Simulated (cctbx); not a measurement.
**Symmetry from intensities**

Cell: a = 12.1730 Å, b = 6.6550 Å, c = 11.1920 Å, α = 90.00°, β = 108.16°, γ = 90.00°. Expected content of the cell: Cr8 Cl22 S2.

The data are simulated with cctbx, not measured: synchrotron X-rays, λ = 0.7749 Å, to d = 0.7 Å, 70 % of the full sphere, strongest reflection 5000 counts, noise from counting, a 1.5 % proportional error and a noise floor of 2 counts (s.d.); no absorption.

Tests on the unmerged data give:

```text
7417 reflections to d = 0.700 A
centring   violations  <I/sigma> of those
    A       1129 of  3709      2.8
    B       1129 of  3675      2.8
    C          0 of  3718      0.0
    I       1315 of  3730      4.7
    R       1731 of  4982      4.7
    F       1129 of  5551      1.9
Laue class    unique    Rint  (classes that these axes allow; Friedel mates merged)
C 1 2/m 1        1393   0.036
space group    extra absences  I>4sigma  <I/sigma>
C 1 2 1                 0          0         -  acentric
C 1 m 1                 0          0         -  acentric
C 1 2/m 1               0          0         -  centric
Wilson B = 0.52 A^2   <|E^2-1|> = 1.072 (0.968 centric, 0.736 acentric)   E^2>4: 6.4 %
shell (A)         n   <I/sigma>
10.64 - 1.40    186     19.0
 1.40 - 1.11    178     14.2
 1.11 - 0.97    174     15.7
 0.97 - 0.88    174     12.7
 0.88 - 0.82    170     13.8
 0.82 - 0.77    160     12.1
 0.77 - 0.73    177     11.1
 0.73 - 0.70    174     10.4
```

Q: Read the symmetry from these tables.

The reflections that C centring forbids are absent (⟨I/σ⟩ near 0), so the lattice is C.

Only C 1 2/m 1 fits these axes (Rint 0.036); a search for a hidden higher lattice was not made. It includes Bijvoet differences, since Friedel mates are merged.

3 settings pass the absence test. No glide or screw absences show, which leaves C 1 2 1, C 1 m 1 and C 1 2/m 1.

⟨|E²−1|⟩ = 1.072 leans to a centrosymmetric structure. Here that hint misleads: the statistic assumes many like atoms on general positions, and few, heavy or special-position atoms break it. The Wilson B of 0.52 Å² means U ≈ 0.0066 Å².

The true group is C2 (no. 5), Laue class 2/m, non-centrosymmetric. The tables only narrow the choice to the tied entries; cell content, site symmetry and trial solutions must settle it.

The model was made for the exercise: a known structure type with other elements put in, its volume estimated, not relaxed; displacement parameters are assumed.

[Logs are printed without paths, hosts, clocks, repeated set-up lines and the standing remarks that a program may print on its own settings, such as how far it seeks lower states.]
